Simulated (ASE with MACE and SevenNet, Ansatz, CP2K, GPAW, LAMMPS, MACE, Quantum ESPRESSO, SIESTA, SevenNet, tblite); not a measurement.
**Machine-learned potentials on liquid 37SiO2-42B2O3-11CaO-11Na2O (mol %) at 2300 K (71 atoms): settings against a plane-wave reference**

How do the settings of machine-learned potentials change the result for liquid 37SiO2-42B2O3-11CaO-11Na2O (mol %) at 2300 K (71 atoms)? A plane-wave run serves as the yardstick.

Program: ASE with MACE and SevenNet. Level of theory: the method is named at each step. Results are calculated unless marked as measured.

## (1) Set-up

The cell holds 71 atoms: 7 Si, 16 B, 2 Ca, 4 Na and 42 O. Cell: a = 9.484 Å, b = 9.484 Å, c = 9.484 Å, α = 90.0°, β = 90.0°, γ = 90.0°. 71 atoms (7 Si, 16 B, 2 Ca, 4 Na, 42 O) placed at random at 2.21 g/cm³, melted at 3000 K for 20 ps at fixed volume with the Buckingham and Coulomb pair potential of Guillot and Sator (Geochim. Cosmochim. Acta 71, 1249 (2007)) with the boron terms of Wang et al. (J. Non-Cryst. Solids 498, 294 (2018)). Snapshot at the end of a hold of 10 ps at 2300 K and zero pressure.

The yardstick, on the same geometry:

* method: Kohn-Sham DFT, PBE, PAW, plane waves (Ansatz 0.2.0); cutoff 420 eV, Γ point, fermi-dirac smearing of 0.05 eV; PAW set soft_2
* r.m.s. force component: 1.897 eV/Å
* longest force: 7.751 eV/Å
* pressure: -5.149 GPa
* gap (highest filled to lowest empty level): 0.8699 eV
* SCF cycles: 11
* time: 4.7 s on 8 threads of Arm Neoverse V2, shared host
* CPU time: 29 s

## (2) MACE MP-0b2 small potential

Method: machine-learned interatomic potential MACE MP-0b2 small, trained on PBE(+U) plane-wave data.

run.py reads:

```python
import numpy as np
from ase.io import read
import mlip  # loads the published weights by name

atoms = read("structure.xyz")
atoms.calc = mlip.calc("mace-mp-0b2-small")
energy = atoms.get_potential_energy()
forces = atoms.get_forces()
print(f"energy {energy:.6f} eV")
print("forces (eV/A)")
for i, (a, f) in enumerate(zip(atoms, forces)):
    print(f"{i:4d} {a.symbol:2s} {f[0]:10.5f} {f[1]:10.5f} {f[2]:10.5f}")
stress = -atoms.get_stress(voigt=False) * 160.21766
print("stress (GPa, compression positive)")
for row in stress:
    print(" ".join(f"{x:10.4f}" for x in row))
```

structure.xyz reads:

```xyz
71
Lattice="9.48399 0.00000 0.00000 0.00000 9.48399 0.00000 0.00000 0.00000 9.48399" Properties=species:S:1:pos:R:3 pbc="T T T"
Si 7.79205 1.60678 2.74818
Si 0.86200 7.86811 5.29558
Si 7.08198 6.64382 5.56672
Si 8.15405 2.47769 6.31757
Si 4.73536 0.34342 7.10872
Si 4.23963 6.54244 2.26876
Si 0.85849 4.81806 0.06165
B 7.78986 5.99938 8.51681
B 3.29426 6.74947 6.20234
B 1.34957 6.88661 1.89737
B 6.54073 3.80687 4.85732
B 3.80943 5.19315 8.87066
B 5.54975 2.90703 7.54869
B 6.01475 5.46022 0.95570
B 3.50557 1.74733 1.96423
B 0.23018 2.25691 8.99443
B 1.42127 0.42431 3.37848
B 4.28126 3.95691 3.35563
B 6.90425 2.83695 0.53916
B 5.45709 9.07220 1.68009
B 6.82326 9.23210 9.12341
B 6.37504 9.42898 4.75138
B 8.38024 9.21512 6.81235
Ca 0.06231 3.60155 2.53962
Ca 7.89352 7.25373 2.85478
Na 2.22826 3.77605 6.64401
Na 1.29931 1.42118 6.93650
Na 0.65013 8.14940 8.58055
Na 2.68131 9.02629 0.73482
O 4.53373 2.00169 7.46580
O 5.70329 0.69148 5.76807
O 7.87266 9.29763 8.19986
O 6.30382 4.03714 0.87765
O 3.61359 5.10466 2.90599
O 0.90326 5.51058 1.47334
O 4.07906 3.03023 2.25681
O 1.50435 8.86734 4.19667
O 8.11327 0.83943 6.04566
O 3.05005 6.45480 7.53996
O 6.90416 8.16847 5.13188
O 5.24711 3.74978 4.23991
O 6.48164 2.47599 8.67880
O 0.10641 1.18977 3.09358
O 3.21109 0.02229 6.71078
O 6.65634 9.04403 1.00748
O 9.06869 5.57146 8.69739
O 4.88928 8.14826 2.53896
O 5.71610 8.98912 8.19834
O 9.27743 6.80249 4.86083
O 9.45535 3.16054 5.54159
O 4.37952 7.25288 5.64089
O 7.65472 2.84150 3.72427
O 6.51702 3.34168 6.34621
O 2.68947 7.28503 2.12460
O 2.13143 6.92132 5.44134
O 7.81642 1.98775 1.07586
[... 11 atom lines left out ...]
O 7.31927 6.64107 7.39182
O 1.00028 1.16482 9.24442
O 0.04590 8.47224 6.46343
O 2.33354 1.25302 2.84501
```

Command:

```sh
OMP_NUM_THREADS=1 python run.py > output.txt
```

Log:

```text
energy -510.213807 eV
forces (eV/A)
   0 Si    2.30678   -3.59005    1.40988
   1 Si    2.40435   -2.48679   -2.92305
   2 Si    1.58768   -1.67935    5.34423
   3 Si    3.55084    1.52524    1.56916
   4 Si   -0.16401    0.08394   -0.52740
   5 Si    1.22432   -1.04477   -1.06487
   6 Si    1.54747    3.51537   -3.68891
   7 B    -1.69187    1.20250    2.18407
   8 B    -1.84315    0.89674    1.95917
   9 B     0.79185    0.21701   -0.69208
  10 B    -2.69412    1.91190   -0.90646
  11 B    -0.92972    1.00215    0.60680
  12 B     0.36002    0.72817    4.15309
  13 B     0.30286   -0.35361    0.51466
  14 B     2.62398   -0.13319    4.53692
  15 B     0.05662   -2.89020   -1.63114
  16 B    -2.49243    2.26986   -0.65768
  17 B     0.36630    0.53639   -3.86320
  18 B    -4.35840    3.85448   -5.02795
  19 B    -4.13903    0.89543    2.34113
  20 B    -2.11229   -1.17893   -5.54374
  21 B    -1.13332    1.98482    1.36119
  22 B    -0.24590    1.61140    3.00413
  23 Ca    0.92411   -0.17774    1.83305
[...]
63 O    -1.22918   -1.01549    2.47816
  64 O    -0.51459    0.04921   -0.02578
  65 O     0.09912    0.57125    1.67057
  66 O     2.38099    0.67498   -3.11984
  67 O    -0.39581   -0.69332   -3.41348
  68 O    -0.99076    0.38259   -1.35519
  69 O    -2.58716    3.45634    4.71250
  70 O     2.69612    1.25979   -2.04001
stress (GPa, compression positive)
   -7.4684     3.9228    -0.0063
    3.9228    -0.0976     1.9602
   -0.0063     1.9602    -6.8456
```

It took 5.7 s on 1 thread of Arm Neoverse V2, shared host; peak memory 0.67 GiB.

Banners, paths, timers and routine set-up lines are dropped from the logs unmarked, and long logs keep their key lines alone; longer cuts are marked.

Compared with the plane-wave run:

```
r.m.s. force component                  : 1.847 eV/Å
r.m.s. difference of force components   : 353.9 meV/Å
longest difference of force vectors     : 2046 meV/Å
force difference over r.m.s. force      : 18.66 %
slope of forces against the reference's : 0.9566
correlation of force components         : 0.9825
pressure                                : -4.804 GPa
pressure difference                     : 0.3446 GPa
```

Length of the force difference by element (eV/Å):

```csv
element,atoms,mean,most
B,16,0.54,2.0
Ca,2,0.23,0.25
Na,4,0.22,0.34
O,42,0.37,1.8
Si,7,0.88,1.8
```

Local excerpt of 9 atoms (numbers count through the whole input) about B16, picked at random; x, y, z are measured from there.

```csv
atom,x,y,z,distance (Å),Fx,Fy,Fz (eV/Å)
B16,0.00,0.00,0.00,0.00,0.06,-2.89,-1.63
O64,0.25,1.08,0.78,1.36,-1.23,-1.02,2.48
O69,0.77,-1.09,0.25,1.36,-0.99,0.38,-1.36
O60,-0.83,0.37,-1.12,1.44,0.52,-0.99,0.54
Na27,1.07,-0.84,-2.06,2.47,0.58,-1.12,-0.39
O56,-1.90,-0.27,1.57,2.47,0.40,-0.65,3.49
Si7,0.63,2.56,0.55,2.69,1.55,3.52,-3.69
B19,-2.81,0.58,1.03,3.05,-4.36,3.85,-5.03
Si4,-1.56,0.22,-2.68,3.11,3.55,1.53,1.57
```

Atoms are counted from 1 here, from 0 in the log.

Forces lie 19 % from the reference's, at 0.20 times its CPU time (on 1 against 8 cores).

## (3) SevenNet l3i5 potential

Method: machine-learned interatomic potential SevenNet l3i5, trained on PBE(+U) plane-wave data.

Changes to run.py since step 2:

```diff
@@ -5,3 +5,3 @@
 atoms = read("structure.xyz")
-atoms.calc = mlip.calc("mace-mp-0b2-small")
+atoms.calc = mlip.calc("7net-l3i5")
 energy = atoms.get_potential_energy()
```

structure.xyz is that of step 2.

Log:

```text
energy -508.531433 eV
forces (eV/A)
   0 Si    1.88830   -3.28075    1.50639
   1 Si    3.26039   -2.52745   -2.71308
   2 Si    1.45429   -1.86276    5.10736
   3 Si    3.42196    1.91276    1.44021
   4 Si   -1.61684    0.14169   -0.56077
   5 Si    1.59922   -1.31076   -0.95309
   6 Si    1.60008    3.22842   -3.64717
   7 B    -1.77405    0.99367    2.53122
   8 B    -0.34717    1.68201    1.83300
   9 B     0.60650    0.17832   -0.69048
  10 B    -2.28579    1.71955   -1.07721
  11 B    -0.77437    1.05267   -0.17379
  12 B     0.17239    0.56245    4.18725
  13 B     0.64196   -0.66372    0.39277
  14 B     2.36351   -0.36293    4.79520
  15 B     0.15534   -2.72666   -1.78700
  16 B    -2.71069    2.19927   -0.84575
  17 B    -0.31808    0.68778   -3.92689
  18 B    -4.43866    3.69972   -5.07104
  19 B    -4.08399    0.96959    2.15726
  20 B    -2.31142   -1.12698   -5.49410
  21 B    -1.18120    2.06287    1.52997
  22 B     0.10841    1.86024    2.75836
  23 Ca    1.08719   -0.07460    1.91174
[...]
63 O    -1.15675   -0.91423    2.36644
  64 O    -0.60052    0.02665   -0.04267
  65 O    -0.16214    0.65939    1.74985
  66 O     2.27868    0.82448   -3.09159
  67 O    -0.34726   -0.65276   -3.55767
  68 O    -0.92164    0.31401   -1.16581
  69 O    -2.85259    3.45031    4.66048
  70 O     3.08059    1.35585   -2.20566
stress (GPa, compression positive)
   -8.6000     4.2380     0.2539
    4.2380    -0.3659     2.0849
    0.2539     2.0849    -7.3023
```

Elapsed: 8.5 s, on 1 thread; peak memory 1.4 GiB.

Numbers from this run, and their distance from the reference:

| Property | Result |
| --- | --- |
| r.m.s. force component | 1.864 eV/Å |
| r.m.s. difference of force components | 226 meV/Å |
| longest difference of force vectors | 982.2 meV/Å |
| force difference over r.m.s. force | 11.91 % |
| slope of forces against the reference's | 0.9756 |
| correlation of force components | 0.9929 |
| pressure | -5.423 GPa |
| pressure difference | -0.2742 GPa |

Against the first run (19 %), the force difference from the reference is 12 %, at 1.5 times the CPU time.

## (4) MACE MP-0b3 medium potential

Method: machine-learned interatomic potential MACE MP-0b3 medium, trained on PBE(+U) plane-wave data.

Changes to run.py since step 3:

```diff
@@ -5,3 +5,3 @@
 atoms = read("structure.xyz")
-atoms.calc = mlip.calc("7net-l3i5")
+atoms.calc = mlip.calc("mace-mp-0b3-medium")
 energy = atoms.get_potential_energy()
```

structure.xyz is that of step 3.

Log:

```text
energy -510.077325 eV
forces (eV/A)
   0 Si    1.95462   -3.04459    1.41886
   1 Si    2.69289   -2.64020   -2.90992
   2 Si    1.75647   -2.13606    4.72231
   3 Si    3.07515    1.72416    1.09056
   4 Si   -0.77367    0.58527   -0.37810
   5 Si    1.05745   -1.12726   -0.94888
   6 Si    1.66145    3.27814   -3.54842
   7 B    -1.81399    1.05872    2.04240
   8 B    -0.59275    1.34420    1.44037
   9 B     0.73878    0.24180   -0.74643
  10 B    -2.26190    1.73654   -0.95828
  11 B    -0.67858    0.80980    0.42203
  12 B     0.46761    0.42323    3.94527
  13 B     0.29833   -0.48537    0.26748
  14 B     2.55971   -0.59199    4.72402
  15 B     0.19290   -3.03424   -1.60864
  16 B    -2.83968    2.34275   -0.75256
  17 B     0.30443    0.60226   -3.82864
  18 B    -4.43418    3.72363   -4.97282
  19 B    -3.86359    1.34259    2.38494
  20 B    -2.16595   -1.02924   -5.35679
  21 B    -1.23071    2.35211    1.41245
  22 B    -0.21854    1.88849    2.58139
  23 Ca    0.98757   -0.22398    1.92750
[...]
63 O    -1.19421   -0.87054    2.61974
  64 O    -0.51989    0.03568    0.03450
  65 O    -0.00561    0.63900    1.69036
  66 O     2.30302    0.64494   -2.97948
  67 O    -0.35060   -0.59582   -3.40391
  68 O    -1.12572    0.54596   -1.22106
  69 O    -2.51254    3.41055    4.84198
  70 O     2.73356    1.25071   -2.15966
stress (GPa, compression positive)
   -7.3399     3.9521     0.2470
    3.9521    -0.1232     2.0041
    0.2470     2.0041    -6.8182
```

Run time: 7 s. Hardware: 1 thread; peak memory 1 GiB.

Against the reference:

```
r.m.s. force component                  : 1.792 eV/Å
r.m.s. difference of force components   : 330.6 meV/Å
longest difference of force vectors     : 1415 meV/Å
force difference over r.m.s. force      : 17.43 %
slope of forces against the reference's : 0.9312
correlation of force components         : 0.9855
pressure                                : -4.76 GPa
pressure difference                     : 0.3881 GPa
```

Against the first run (19 %), the force difference from the reference is 17 %, at 1.2 times the CPU time.

## (5) Side by side

Differences are against the plane-wave reference, forces as r.m.s. over components; share is that over the reference's r.m.s. force, slope the least-squares factor from reference forces to these. Total energies of different programs have different zeros and aren't compared.

```csv
run,"Δ force, r.m.s. (meV/Å)",share (%),slope,Δ pressure (GPa),cores,CPU time,memory (GiB)
reference,-,-,-,-,8,29 s,1.0
MACE MP-0b2 small potential,354,18.7,0.957,0.345,1,5.7 s,0.67
SevenNet l3i5 potential,226,11.9,0.976,-0.274,1,8.5 s,1.4
MACE MP-0b3 medium potential,331,17.4,0.931,0.388,1,7 s,1.0
```

Times of the machine-learned potentials are mostly Python's start and the loading of weights.

CPU time is summed over cores on a shared host, where runs went side by side, so it is rough. Symmetry, cutoffs, thresholds, outputs and thread counts weren't matched or tuned between programs; memory under MPI is the largest rank's times the ranks.

## (6) Results

```yaml
nearest_in_forces: SevenNet l3i5 potential, 12 %
its_cpu_time: 8.5 s
```

In words: Machine-learned potentials differ by 12 % (SevenNet l3i5 potential) to 19 % (MACE MP-0b2 small potential); they were trained on other programs' data. The frame stands for 2300 K, but pressures are static and levels are smeared at 580 K. Machine-learned potentials mimic data converged in k, so the reference's own k-point error enters their differences. The network of bonds at the start is that of the classical potential that made the cell, and needn't be the one that DFT or experiment would give. The reference's stress is far from hydrostatic: its diagonal is -8.3, -0.2, -6.9 GPa, compression counted positive. The electronic-structure runs sample only Γ, in a cell whose shortest periodic width is 9 Å.

[Also dropped from logs without a mark: logging warnings of Python, and SIESTA's first energy breakdown and zero terms.]

[Logs are printed without paths, hosts, clocks, repeated set-up lines and the standing remarks that a program may print on its own settings, such as how far it seeks lower states.]

[Hosts, paths, dates, database ids (printed as entryN), source tags and the programs' standing remarks are cut or masked in the printed files.]
